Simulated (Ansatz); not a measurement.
# SrTiSe3 (built on the sites of a database entry of CaTiO3): a soft mode frozen in, part 2 of 2

Aim: this structure of SrTiSe3 (built on the sites of a database entry of CaTiO3) is to be tested for unstable modes, and one is followed downhill.

Ansatz 0.2.0; DFT LDA, scalar-relativistic, plane waves, PAW.

So far, highest frequency on the path or at a solved wavevector (cm⁻¹): step 2 (response at finite wavevector) 289. Also lowest frequency on the path (cm⁻¹): step 2 -81.5.

The structure was built from a prototype and need not be the compound's stable phase.

**6. Relaxation from the frozen mode**

Starting from the lowest point found, all atoms and the cell are let go, so that strain and other modes of the same symmetry can join in.

Contents of input.yaml:

```yaml
crystal:
  lattice:
    - [4.899528169, 4.899528169, 0.0]
    - [4.899528169, 0.0, 4.899528169]
    - [4.899528169, 0.0, -4.899528169]
  atoms:
    - { symbol: Sr, position: [0.0, 0.0, 0.0] }
    - { symbol: Sr, position: [0.0, 0.5, 0.5] }
    - { symbol: Ti, position: [0.5, 0.25, 0.75] }
    - { symbol: Ti, position: [0.5, 0.75, 0.25] }
    - { symbol: Se, position: [0.4350553685, 0.0649446315, 0.5] }
    - { symbol: Se, position: [0.5649446315, 0.4350553685, 0.0] }
    - { symbol: Se, position: [0.0, 0.5649446315, 0.0] }
    - { symbol: Se, position: [0.0, -0.0649446315, 0.5] }
    - { symbol: Se, position: [0.4350553685, 0.0, 0.0] }
    - { symbol: Se, position: [0.5649446315, 0.5, 0.5] }
kpoints:
  mp_grid: { grid: [6, 6, 6] }
hamiltonian:
  xc: lda
scf:
  occupations: { method: methfessel_paxton, width: 0.15 }
output:
  forces: true
  stress: true
  eigenvalues: true
  write_density: true
  write_potential: true
  elf: true
  volumetric_format: npy
relax:
  adjacent_minimum: "off"
  f_tol: 0.002
  max_steps: 120
  cell: { stress_tol: 0.03 }
```

Started as:

```
$ ansatz run input.yaml --threads 8 --pin off --max-ram 14336MiB --backend cpu --events-out ev --progress --plain --runs-dir out
```

Numbers of over 12 decimals in the logs are rounded to 6 here.

The program printed:

```text
[...]
Crystal: 10 atoms, lattice volume = 235.230 Å³
Basis set: ecut = 420 eV, 4645 PW (Γ)
Bands: 84, of which v1, the nominal top of the filled ones, is band 70 counted from 1 (69 counted from 0)
Symmetry: 12 space group operations
[...]
k-points: 32 of 216
[...]
SCF iter   1: F=—  HF=-44102.915782 eV  |F-HF|=—  |Δ(HF+E_count)|=         —  Δρ=5.17e-3  dr2=2.74e-2  ethr=1.77e-3  ⟨swp⟩=7.7  Hψ=11291  notcnv=0
[...]
SCF iter   8: F=-44102.913509 eV  HF=-44102.913509 eV  |F-HF|=1.08e-8  |Δ(HF+E_count)|=   8.64e-8  S|Δr|=    0.00e0  Δρ=2.88e-6  dr2=2.67e-8  ethr=7.14e-11  ⟨swp⟩=14.3  Hψ=20606  notcnv=0
SCF 1 converged in 8 iterations: F = -44102.913509 eV  dr2 = 2.67e-8
[...]
relax step   1: F+E_penalty+E_count = -44102.91350881 eV  Δ(F+E_penalty+E_count) = +0.000e0 eV  max|allowed force component| = 9.480e-2 eV/Å  Δτ_max = 0.0000 Å  P = -0.581 GPa  Ω = 235.230 Å³  (8 SCF iters, dr2 threshold 1.00e-7 eV, accepted)
Crystal: 10 atoms, lattice volume = 231.345 Å³
Basis set: ecut = 420 eV, 4543 PW (Γ)
[...]
SCF iter   7: F=-44103.048540 eV  HF=-44103.048540 eV  |F-HF|=9.18e-9  |Δ(HF+E_count)|=   3.79e-7  S|Δr|=    0.00e0  Δρ=8.05e-6  dr2=1.18e-7  ethr=7.14e-10  ⟨swp⟩=15.0  Hψ=29583  notcnv=0
SCF 2 converged in 7 iterations: F = -44103.048540 eV  dr2 = 1.18e-7
[...]
relax step   2: F+E_penalty+E_count = -44103.04854027 eV  Δ(F+E_penalty+E_count) = -1.350e-1 eV  max|allowed force component| = 2.265e-2 eV/Å  Δτ_max = 0.0704 Å  P = -0.066 GPa  Ω = 231.345 Å³  energy of the carried Pulay correction = +6.345e-4 eV  (7 SCF iters, dr2 threshold 1.00e-6 eV, accepted)
Crystal: 10 atoms, lattice volume = 230.803 Å³
Basis set: ecut = 420 eV, 4541 PW (Γ)
[...]
SCF iter   7: F=-44103.049767 eV  HF=-44103.049767 eV  |F-HF|=1.83e-9  |Δ(HF+E_count)|=   7.47e-9  S|Δr|=    0.00e0  Δρ=1.39e-6  dr2=5.04e-9  ethr=2.77e-11  ⟨swp⟩=11.8  Hψ=22705  notcnv=0
SCF 3 converged in 7 iterations: F = -44103.049767 eV  dr2 = 5.04e-9
[...]
relax step   3: F+E_penalty+E_count = -44103.04976713 eV  Δ(F+E_penalty+E_count) = -1.227e-3 eV  max|allowed force component| = 9.144e-3 eV/Å  Δτ_max = 0.0138 Å  P = +0.045 GPa  Ω = 230.803 Å³  energy of the carried Pulay correction = +7.240e-4 eV  (7 SCF iters, dr2 threshold 3.88e-8 eV, accepted)
[...]
relax step   4: F+E_penalty+E_count = -44103.04988504 eV  Δ(F+E_penalty+E_count) = -1.179e-4 eV  max|allowed force component| = 1.663e-4 eV/Å  Δτ_max = 0.0034 Å  P = -0.008 GPa  Ω = 230.983 Å³  energy of the carried Pulay correction = +6.943e-4 eV  (6 SCF iters, dr2 threshold 9.08e-9 eV, accepted)
[...]
SCF iter   6: F=-44103.049460 eV  HF=-44103.049460 eV  |F-HF|=7.28e-12  |Δ(HF+E_count)|=  2.91e-11  S|Δr|=    0.00e0  Δρ=6.24e-8  dr2=1.73e-11  ethr=1.00e-12  ⟨swp⟩=7.0  Hψ=13411  notcnv=0
SCF 5 converged in 6 iterations: F = -44103.049460 eV  dr2 = 1.73e-11
relax step   5: F+E_penalty+E_count = -44103.04945995 eV  Δ(F+E_penalty+E_count) = +4.251e-4 eV  max|allowed force component| = 2.187e-4 eV/Å  Δτ_max = 0.0000 Å  P = -0.008 GPa  Ω = 230.983 Å³  stress off target by 9.26e-3 GPa  SCF on the basis re-selected at this cell (its energy is not comparable with the rows above)  (6 SCF iters)
basis re-selected at this cell: Δ(F+E_penalty+E_count) = +4.251e-4 eV, ΔP = +0.000 GPa vs the last step (what re-selecting the basis moved, of the pressure what is left beyond the Pulay correction that the steps carried, after the strain that the cell walked since its last selection, with what the two solves' SCF thresholds leave and, on support functions, any second-order correction that the steps lacked; it is no m [...]
SCF converged after 6 iterations
[...]
Free energy (F): -44103.049460 eV
[...]
Internal energy: -44103.049298 eV  (E = F + TS)
E sigma→0 (E₀):  -44103.049419 eV
Entropy (-TS):   -0.000162 eV (-0.016 meV/atom)
Fermi energy:    9.476908 eV
[...]
--- Forces (eV/Å), atoms counted from 1 ---
  atom   1  Sr     0.00000000    -0.00000000    -0.00000000
  atom   2  Sr     0.00000000     0.00000000    -0.00000000
  atom   3  Ti     0.00000000    -0.00000000     0.00000000
  atom   4  Ti     0.00000000     0.00000000     0.00000000
  atom   5  Se    -0.00000000    -0.00021867     0.00021867
  atom   6  Se     0.00000000     0.00021867    -0.00021867
  atom   7  Se     0.00021867    -0.00000000     0.00021867
  atom   8  Se    -0.00021867     0.00000000    -0.00021867
  atom   9  Se    -0.00021867    -0.00021867     0.00000000
  atom  10  Se     0.00021867     0.00021867     0.00000000
  max |Σ_I F_I| component: 2.04e-17 eV/Å
--- Stress (GPa, compression-positive) ---
       -0.008227       0.000516       0.000516
        0.000516      -0.008227      -0.000516
        0.000516      -0.000516      -0.008227
  P = ⅓ Tr σ = -0.0082 GPa (-0.082 kbar)
--- Band table (eV; the first three rows and the last of 32) ---
  k-point 0: bands = [... 66 lower, 8.7169, 9.2447, 9.2447, 9.4504, 9.5087, 9.5087, 9.9126, 10.6073, ... 10 higher]
  k-point 1: bands = [... 66 lower, 8.5150, 8.9653, 9.0275, 9.0275, 9.8823, 9.9279, 9.9279, 10.7169, ... 10 higher]
  k-point 2: bands = [... 66 lower, 8.2238, 8.4483, 8.7023, 8.7023, 10.0738, 10.2923, 10.2923, 10.6215, ... 10 higher]
  k-point 31: bands = [... 66 lower, 8.5360, 8.5360, 8.7929, 8.7929, 10.3212, 10.3212, 10.4967, 10.4967, ... 10 higher]
--- Relaxed structure (4 steps of the walk, 4 accepted, 1 SCFs on fresh bases) ---
  F+E_penalty+E_count = -44103.04945995 eV   max|allowed force component| = 2.187e-4 eV/Å   (the final SCF, on the basis selected at the relaxed cell)
  cell:  # Å, volume = 230.9827 Å³
    - [4.980224, 4.980224, 0.0]
    - [4.980224, 0.0, 4.980224]
    - [4.764352, 0.215872, -4.764352]
  atoms:
    - { symbol: Sr, position: [0, 2.3456428112938045e-19, -3.584850334241465e-19] }
    - { symbol: Sr, position: [2.3852447794681098e-18, 0.5, 0.500000] }
    - { symbol: Ti, position: [0.5, 0.250000, 0.75] }
    - { symbol: Ti, position: [0.5, 0.750000, 0.25] }
    - { symbol: Se, position: [0.423388, 0.076612, 0.5] }
    - { symbol: Se, position: [0.576612, 0.423388, 2.7755575615628914e-17] }
    - { symbol: Se, position: [0.0, 0.576612, 0.0] }
    - { symbol: Se, position: [3.469446951953614e-18, -0.076612, 0.500000] }
    - { symbol: Se, position: [0.423388, 6.959920827639692e-19, -7.620559885724874e-19] }
    - { symbol: Se, position: [0.576612, 0.500000, 0.500000] }
```

The job ended after 29 s (8 threads of Arm Neoverse V2, shared host; peak memory 1.4 GiB).

Step by step:

```tsv
step	energy less that of the first step (eV)	largest force component (eV/Å)	pressure (GPa)	volume (Å³)
1	0.0000	0.0948	-0.58	235.23
2	-0.1350	0.0226	-0.07	231.35
3	-0.1363	0.0091	0.04	230.80
4	-0.1364	0.0002	-0.01	230.98
5*	-0.1360	0.0002	-0.01	230.98
```

Relaxation steps marked * repeat the geometry before them on a plane-wave basis chosen anew for their cell, so energy and pressure can jump there.

Forces are held to the 12 operations that the run works with; a distortion that breaks them can't arise in this run.

```tsv
conventional cell, symmetrised	before	after	change
a (Å)	6.929	7.043	+1.6 %
b (Å)	6.929	7.043	+1.6 %
c (Å)	16.972	16.130	-5.0 %
volume (Å³/atom)	23.52	23.10	-1.8 %
```

The atoms that moved most (Å, as changes of fractional coordinates times the final cell):

```tsv
atom	dx	dy	dz	length
Se6	0.000	0.058	-0.058	0.082
Se10	0.058	0.058	0.000	0.082
Se9	-0.058	-0.058	0.000	0.082
Se5	0.000	-0.058	0.058	0.082
Se7	0.058	0.000	0.058	0.082
Se8	-0.058	0.000	-0.058	0.082
```

The relaxed structure:

```
Sr Ti Se
1.0
     4.98022    4.98022    0.00000
     4.98022    0.00000    4.98022
     4.76435    0.21587   -4.76435
Sr Ti Se
2 2 6
Direct
  0.00000 0.00000 0.00000
  0.00000 0.50000 0.50000
  0.50000 0.25000 0.75000
  0.50000 0.75000 0.25000
  0.42339 0.07661 0.50000
  0.57661 0.42339 0.00000
  0.00000 0.57661 0.00000
  0.00000 0.92339 0.50000
  0.42339 0.00000 0.00000
  0.57661 0.50000 0.50000
```

Numbers from this step:

```yaml
pressure: -0.008227 GPa
volume_per_atom: 23.10 Å³
```

Valence density in the ac plane of the conventional cell at fractional y = 0.000, with atoms of Sr and Ti and Se within 0.2 Å of it. It is the smooth field of the valence electrons, not physical close to the nuclei.

Values in e/Å³, 13 rows by 16 columns, each cell a mean:
```
 3  1  0  1  1  1  0  0  0  0  0  0  0  0  1  3
 0  0  0  1  1  1  0  0  0  0  0  0  0  0  0  0
 1  1  0  0  0  0  0  0  2  4  1  0  0  0  1  1
 2  2  0  0  0  0  0  1  6 15  4  1  0  0  1  2
 0  0  0  0  0  0  0  0  0  0  0  0  0  0  0  0
 1  0  0  1  2  2  1  0  0  0  0  0  0  0  0  1
 7  3  0  0  0  0  0  0  0  0  0  0  0  0  1  6
 0  0  0  0  0  0  0  0  0  0  1  2  1  1  0  0
 0  0  0  0  0  0  0  0  0  0  0  0  0  0  0  0
 2  2  0  0  0  2 14 13  2  0  0  0  0  0  1  2
 1  1  0  0  0  0  1  1  0  0  0  0  0  0  0  1
 0  0  0  0  0  0  0  0  0  0  1  2  1  0  0  0
 5  2  0  0  0  0  0  0  0  0  1  1  1  0  1  4
```
Columns run along a (7.0 Å), rows up along c (16.1 Å), edges of the conventional cell, whose origin can differ from the input's. Atoms in or near the plane, at fractional coordinates: Sr at (0.00, 0.75), Sr at (0.00, 0.25), Ti at (0.00, 0.50), Ti at (0.00, 0.00), Se at (0.58, 0.75), Se at (0.42, 0.25).

Electrostatic potential energy in the ac plane of the conventional cell at fractional y = 0.000, with atoms of Sr and Ti and Se within 0.2 Å of it. With pseudopotentials it is smooth inside the atoms' cores, unlike the true potential.

Values in eV, 13 rows by 16 columns, each cell a mean:
```
-15  -7   4   0  -3  -2   6  12  13  13  13  13  12   9  -2 -13
 11  12  10   1  -3  -2   5  11  13  13  13  13  13  13  12  12
-16  -8   6  11  13  13  12   6   0   0   1   8  11   8  -2 -15
-32 -24   1  10  12  13  11   0  -4  -1  -5   2  10   6 -14 -30
  9  10  11   8   5   6  10  12  12  12  12  13  13  12  11   9
  0   5   6  -6  -9  -9   1  11  13  13  13  13  13  11   7   1
-29 -20   1  10  11  12  13  13  13  13  11   9   9   6 -12 -27
  5   8  11  12  13  13  13  13  12   6  -8  -9  -9   3   8   6
  6   9  11  13  13  12  10  10  12  12  10   8   9  10   9   7
-36 -28  -1   9   6  -7  -2  -2  -7   7  13  13  11   5 -18 -35
-10  -2   8  11  11   6   2   2   6  12  13  13  12   9   2  -8
 11  12  13  13  13  13  13  13  12   7  -4  -5  -5   5  11  11
-20 -11   4  11  13  13  13  13  13  10   3   0   1   5  -6 -18
```
Columns run along a (7.0 Å; values clipped at the 3rd and 97th percentile), rows up along c (16.1 Å), edges of the conventional cell, whose origin can differ from the input's. Atoms in or near the plane, at fractional coordinates: Sr at (0.00, 0.75), Sr at (0.00, 0.25), Ti at (0.00, 0.50), Ti at (0.00, 0.00), Se at (0.58, 0.75), Se at (0.42, 0.25).

ELF in the ac plane of the conventional cell at fractional y = 0.000, with atoms of Sr and Ti and Se within 0.2 Å of it. It is the smooth field of the valence electrons, not physical close to the nuclei.

Ten even steps from '_' (0.02) to '@' (0.83), each cell a mean:
```
++**----**##%%%%##==..____....::....==++
....++%%@@%%%%@@@@##::____..--====::....
..::**%%@@@@@@@@%%++::____..::----::::..
____::++##%%##++--::::----::..__________
%%**--..........==##%%%%%%%%**--__..++##
==%%@@==______==%%@@##--++%%@@**::**@@**
**@@@@--______--##@@%%++**@@@@**..++@@%%
++==::..::--::..::++##%%%%##++::____--++
__..--##%%@@%%##++::..::....__......____
..::**%%@@%%@@@@@@**::____..--====--::..
::::--##@@%%@@@@@@##::____..::----::..::
--**--::++******++--____..::::::....++++
++++::..::::....____::**##%%%%##++::++++
....::--==--::____..++%%@@@@%%%%@@**::..
....::----::..____..--##@@@@@@@@@@##==..
____________..::----::::==**%%%%**--..__
%%**--__..++##%%%%%%%%++::......__::++##
==%%%%----%%@@##--++%%%%**::____::%%@@**
**@@%%::--%%@@%%++**@@%%++..____..##@@%%
++==..__..--**##%%%%**==::::::::....--++
______..........::::::--**%%%%@@%%++::__
....::--==--::____..==%%@@@@%%@@@@%%==..
::....--==--::____..++%%@@@@%%%%%%++::::
--**--..::::::....__..==********==::**++
```
Columns run along a (7.0 Å), rows up along c (16.1 Å), edges of the conventional cell, whose origin can differ from the input's. Atoms in or near the plane, at fractional coordinates: Sr at (0.00, 0.75), Sr at (0.00, 0.25), Ti at (0.00, 0.50), Ti at (0.00, 0.00), Se at (0.58, 0.75), Se at (0.42, 0.25).

The distorted start has space group R-3c; the relaxation ends in R-3c.

**7. Outcome**

| Item | Value |
| --- | --- |
| unstable mode of the parent | q = (-0.5, -0.5, -0.5), 82i cm⁻¹ |
| depth at the lowest point sampled | 70.0 meV/atom |
| largest atomic shift at that point | 0.45 Å |
| space group reached (within 0.01 Å) | R-3c |
| energy gained over the parent (first relaxation, on the mesh of the frozen mode) | 83.5 meV/atom |
| volume per atom, phase reached | 23.1 Å³ |

What this shows: Along this mode the structure falls into R-3c, 83.5 meV/atom below the parent. At the parent's cell the well is 70.00 meV/atom deep on the steps tried, with its lowest point at a shift of 0.45 Å. Relaxing atoms and cell changes the gain by +13.46 meV/atom against the lowest step (energies at zero smearing). The modes of the phase reached were not computed on this path. Of the 4 patterns followed to their end from this parent, this one ends 21.0 meV/atom above the lowest, I4/mcm. Each path keeps the symmetry of its pattern, so a lower phase may lie along a pattern not tried. With no gap, or one that is small against the smearing, the frequencies hang on the k mesh and the smearing, most of all near Kohn anomalies. A phonon run warned that its eigensolver left some bands unconverged in a pass. The starting cell was built on a prototype and not taken from a measurement, so the phase need not exist.

[Logs are printed without paths, hosts, clocks, repeated set-up lines and the standing remarks that a program may print on its own settings, such as how far it seeks lower states.]

[Hosts, paths, dates, database ids (printed as entryN), source tags and the programs' standing remarks are cut or masked in the printed files.]
